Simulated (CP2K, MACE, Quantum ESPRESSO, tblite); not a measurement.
# Bulk modulus two ways: glassy 77P2O5-23MgO (mol %) (76 atoms), QE, PBE

The cell holds 76 atoms (20 P, 3 Mg and 53 O). Recipe: 76 atoms (20 P, 3 Mg, 53 O) placed at random at 2.41 g/cm³, melted at 4000 K for 10 ps at fixed volume with the Morse and Coulomb pair potential with partial charges (Pedone, Malavasi, Menziani, Cormack and Segre, J. Phys. Chem. B 110, 11780 (2006)). Quenched from 4000 K to 300 K at 20 K/ps and fixed volume, held 10 ps at zero pressure. Then the atoms were relaxed with MACE MPA-0 medium in the fixed cell.

Calculated with Quantum ESPRESSO 7.5: PBE; plane waves, SSSP efficiency, 60/480 Ry; k-points Γ. The cell is scaled evenly by ±3 % in volume, and MACE MPA-0 medium relaxes the atoms at each volume before the single point.

```
volume (Å³/atom)  energy less the middle row's (meV/atom)  pressure (GPa)
          13.120                                    0.613           1.919
          13.526                                    0.000           0.624
          13.932                                    2.089          -0.452
```

Task: Find the bulk modulus at the middle volume from the pressures and from the energies, and check the printed pressure against the slope of the energy (1 meV/Å³ = 0.16022 GPa).

Worked:

The step is h = 0.4058 Å³. From pressures: B = −V dP/dV = 13.526 × (1.919 − (-0.452)) / (2 × 0.4058) = 39.5 GPa.

From energies: B = V d²E/dV² = 13.526 × (0.613 + (2.089)) / 0.4058² = 222.0 meV/Å³ = 35.6 GPa.

Slope: P = −dE/dV = −(2.089 − (0.613)) / (2 × 0.4058) = -1.82 meV/Å³ = -0.29 GPa, against 0.62 GPa printed.

The modulus from energies lies 10 % under that from pressures.

A central difference over ±3 % overstates P by about B(1 + B′)(0.03)²/6, some 0.03 GPa for B′ = 4, which is small against the gap found. The atoms follow MACE MPA-0 medium, so this level's forces do work along the path, which enters the energies but not the printed pressures.

Limits: three points, a static cell at zero temperature, the cell shape held; the modulus is that at 0.6 GPa, not at zero pressure.

[Logs are printed without paths, hosts, clocks, repeated set-up lines and the standing remarks that a program may print on its own settings, such as how far it seeks lower states.]

[Hosts, paths, dates, database ids (printed as entryN), source tags and the programs' standing remarks are cut or masked in the printed files.]
